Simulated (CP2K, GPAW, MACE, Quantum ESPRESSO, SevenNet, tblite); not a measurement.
# Forces in random packing of As25S75 (at. %) (71 atoms), program by program

Aim: forces, pressure of random packing of As25S75 (at. %) (71 atoms) at one geometry, from other programs and methods, against plane-wave PBE.

Results are calculated, not measured.

## Step 1: The cell

The cell holds 71 atoms (18 As and 53 S), with edges of 12.43, 12.43 and 12.43 Å. Recipe: 71 atoms (18 As, 53 S) packed at random in a cube at 2.63 g/cm³ and pushed apart as soft spheres; a start for melting by ab initio MD, not an equilibrated structure. Then every atom was moved at random, 0.03 Å r.m.s. a Cartesian component. The density is 2.63 g/cm³.

## Step 2: The reference input

Quantum ESPRESSO 7.5: Kohn-Sham DFT, PBE, SSSP efficiency 1.3.0 pseudopotentials, plane waves. Its input, pw.in:

```
&control
  calculation = 'scf'
  pseudo_dir = './pseudo'
  outdir = './tmp'
  disk_io = 'none'
  tprnfor = .true.
  tstress = .true.
/
&system
  ibrav = 0
  nat = 71
  ntyp = 2
  ecutwfc = 45
  ecutrho = 360
  nosym = .true.
  occupations = 'smearing'
  smearing = 'fd'
  degauss = 0.003675
/
&electrons
  conv_thr = 3.5e-07
  electron_maxstep = 100
  mixing_beta = 0.4
  mixing_mode = 'plain'
  diagonalization = 'david'
/
ATOMIC_SPECIES
As 74.922 As.upf
S 32.060 S.upf
CELL_PARAMETERS angstrom
12.43350 0.00000 0.00000
0.00000 12.43350 0.00000
0.00000 0.00000 12.43350
ATOMIC_POSITIONS crystal
As 0.58417 0.00214 0.29553
As 0.58648 0.49622 0.23531
As 0.96016 0.86165 0.82615
As 0.82987 0.36007 0.32933
[... 65 atom lines left out ...]
S 0.16469 0.63150 0.21296
S 0.44439 0.28577 0.64609
K_POINTS gamma
```

```console
$ OMP_NUM_THREADS=1 mpirun -np 4 pw.x -in pw.in > output.txt
```

Run time: 6.3 min. Hardware: 4 MPI ranks of Arm Neoverse V2, shared host; peak memory 5 GiB.

It converged with an r.m.s. force component of 0.79 eV/Å and a pressure of -7.6 GPa.

## Step 3: What was run beside it

- CP2K 2026.2: Gaussian basis with GTH pseudopotentials and a plane-wave density; labels give functional, basis (MOLOPT sets; SR short-range, UZH the newer set with its own potentials), grid cutoff/relative cutoff and solver (OT: orbital transformation; TRS4, TC2, SIGN: linear-scaling purification with its sparsity filter), or its built-in tight binding.
- GPAW 26.7.0: PAW with atomic orbitals (LCAO), plane waves or a real-space grid of spacing h.
- MACE: machine-learned potential, published weights.
- SevenNet: machine-learned potential, published weights.
- tblite 0.8.0: extended tight binding, driven from Python.

All use the same cell and atoms, and the electronic-structure runs the same k-mesh.

## Step 4: All runs compared

Differences are against the reference: forces as r.m.s. over components, share as that over the reference's r.m.s. force, slope as the fitted ratio of a run's forces to the reference's.

| run | Δ force, r.m.s. (meV/Å) | share (%) | slope | Δ pressure (GPa) | cores | CPU time | memory (GiB) |
| --- | --- | --- | --- | --- | --- | --- | --- |
| reference | - | - | - | - | 4 | 25 min | 5.0 |
| CP2K BLYP, DZVP-MOLOPT-SR, 350/50 Ry, diagonalisation | 152 | 19.4 | 0.899 | 3.41 | 2 | 2.4 min | 2.5 |
| CP2K PBE+D4, DZVP-MOLOPT-SR, 350/50 Ry, diagonalisation | 60.4 | 7.68 | 0.971 | -1.25 | 2 | 2.7 min | 2.5 |
| CP2K PBE, DZVP-MOLOPT (SR for As), 350/50 Ry, diagonalisation | 44.0 | 5.59 | 0.986 | 0.427 | 4 | 5.3 min | 3.5 |
| CP2K PBE, DZVP-MOLOPT-SR, 350/20 Ry, diagonalisation (coarse) | 102 | 12.9 | 0.977 | 0.608 | 2 | 1.9 min | 2.5 |
| CP2K PBE, DZVP-MOLOPT-SR, 350/50 Ry, diagonalisation | 51.9 | 6.59 | 0.979 | 0.254 | 2 | 2.7 min | 2.5 |
| CP2K PBE, DZVP-MOLOPT-SR, 489/50 Ry, diagonalisation | 51.9 | 6.59 | 0.979 | 0.254 | 2 | 3.9 min | 4.7 |
| CP2K PBE, TZVP-MOLOPT (SR for As), 350/50 Ry, diagonalisation | 50.9 | 6.48 | 0.966 | 0.320 | 4 | 5.7 min | 3.7 |
| CP2K PBEsol, PBE potentials, DZVP-MOLOPT-SR, 350/50 Ry, diagonalisation | 68.4 | 8.70 | 0.979 | -1.65 | 2 | 2.7 min | 2.5 |
| GPAW LDA, LCAO dzp, h 0.2 Å | 97.1 | 12.3 | 0.940 | - | 1 | 1.8 min | 1.4 |
| GPAW PBE, LCAO dzp, h 0.2 Å | 111 | 14.1 | 0.925 | - | 1 | 2.2 min | 1.4 |
| GPAW PBE, LCAO dzp, h 0.2 Å, other mixer settings | 114 | 14.5 | 0.924 | - | 1 | 3 min | 1.3 |
| GPAW PBE, LCAO sz(dzp), h 0.2 Å (coarse) | 812 | 103 | 0.426 | - | 1 | 61 s | 1.2 |
| GPAW PBE, LCAO szp(dzp), h 0.2 Å (coarse) | 283 | 35.9 | 0.828 | - | 1 | 1.8 min | 1.4 |
| MACE MP-0b2 small potential | 355 | 45.2 | 0.890 | 1.21 | 1 | 5.4 s | 0.66 |
| MACE MP-0b3 medium potential | 329 | 41.9 | 0.899 | 0.393 | 1 | 6.3 s | 0.76 |
| SevenNet 0 potential | 342 | 43.5 | 0.990 | -0.313 | 1 | 6.2 s | 0.66 |
| tblite GFN1-xTB | 566 | 72.0 | 1.490 | -9.08 | 1 | 6.5 s | 0.14 |

Rows marked coarse use a setting chosen to be so.

Times of the machine-learned potentials are mostly Python's start and the loading of weights.

CPU time is summed over cores on shared hosts, so it is rough.

## Step 5: Findings

Forces lie from 5.6 % (CP2K PBE, DZVP-MOLOPT (SR for As), 350/50 Ry, diagonalisation) to 103 % (GPAW PBE, LCAO sz(dzp), h 0.2 Å, coarse) of the reference's r.m.s. force of 0.79 eV/Å away from it. The PBE runs in local orbitals, coarse settings apart, differ by 5.6 % (CP2K PBE, DZVP-MOLOPT (SR for As), 350/50 Ry, diagonalisation) to 15 % (GPAW PBE, LCAO dzp, h 0.2 Å, other mixer settings); basis, grid and potentials can all enter. Tight binding differs by 72 % (tblite GFN1-xTB); it is another model, with fitted parameters of its own, and the xTB methods hold dispersion. Machine-learned potentials differ by 42 % (MACE MP-0b3 medium potential) to 45 % (MACE MP-0b2 small potential); they were trained on other programs' data.

Rows with another functional or a dispersion term differ by 7.7 % (CP2K PBE+D4, DZVP-MOLOPT-SR, 350/50 Ry, diagonalisation) to 19 % (CP2K BLYP, DZVP-MOLOPT-SR, 350/50 Ry, diagonalisation), which mixes the change of model with differences of basis and potentials, some of them made for another functional. Runs with settings chosen to be coarse differ by 13 % (CP2K PBE, DZVP-MOLOPT-SR, 350/20 Ry, diagonalisation) to 103 % (GPAW PBE, LCAO sz(dzp), h 0.2 Å), their programs' other errors included. From CP2K PBE, DZVP-MOLOPT-SR, 350/20 Ry, diagonalisation to the finer CP2K PBE, DZVP-MOLOPT-SR, 489/50 Ry, diagonalisation the share falls from 13 to 6.6 %. CP2K PBE, TZVP-MOLOPT (SR for As), 350/50 Ry, diagonalisation lies farther from the reference (6.5 %) than the smaller basis of CP2K PBE, DZVP-MOLOPT (SR for As), 350/50 Ry, diagonalisation (5.6 %). Pressures at PBE, coarse settings apart, lie +0.25 to +0.43 GPa from the reference's.

**Limits.** Periodic xTB results under one method name differ between programs and library versions. The reference's pressure holds the uncorrected Pulay stress of its 45 Ry basis, so small pressure differences, may be the reference's own error. Machine-learned potentials mimic data converged in k, so the reference's own k-point error enters their differences. The electronic-structure runs sample only Γ, in a cell whose shortest periodic width is 12 Å, which is coarse for a cell with partly filled levels. The reference's pressure of -7.6 GPa reflects the volume that the recipe set, positions that aren't this level's minimum and the basis. Spin–orbit coupling is left out. The reference has no spin polarisation, so local moments can't form. Where levels are smeared, the DFT runs use Fermi–Dirac occupations at 580 K (0.05 eV), and energies are free energies. The atoms were displaced at random, and shares hang on the size of the forces that this gives. The reference's cutoffs and mesh weren't converged further here.

[Long decimals in the printed logs are rounded to 6 places.]

[Logs are printed without paths, hosts, clocks, repeated set-up lines and the standing remarks that a program may print on its own settings, such as how far it seeks lower states.]

[Hosts, paths, dates, database ids (printed as entryN), source tags and the programs' standing remarks are cut or masked in the printed files.]

[Only finished runs are shown, without SIESTA runs on faulty potentials for Cu, Fe, Ni or Zn; cells were taken only where this reference lay near another plane-wave run.]
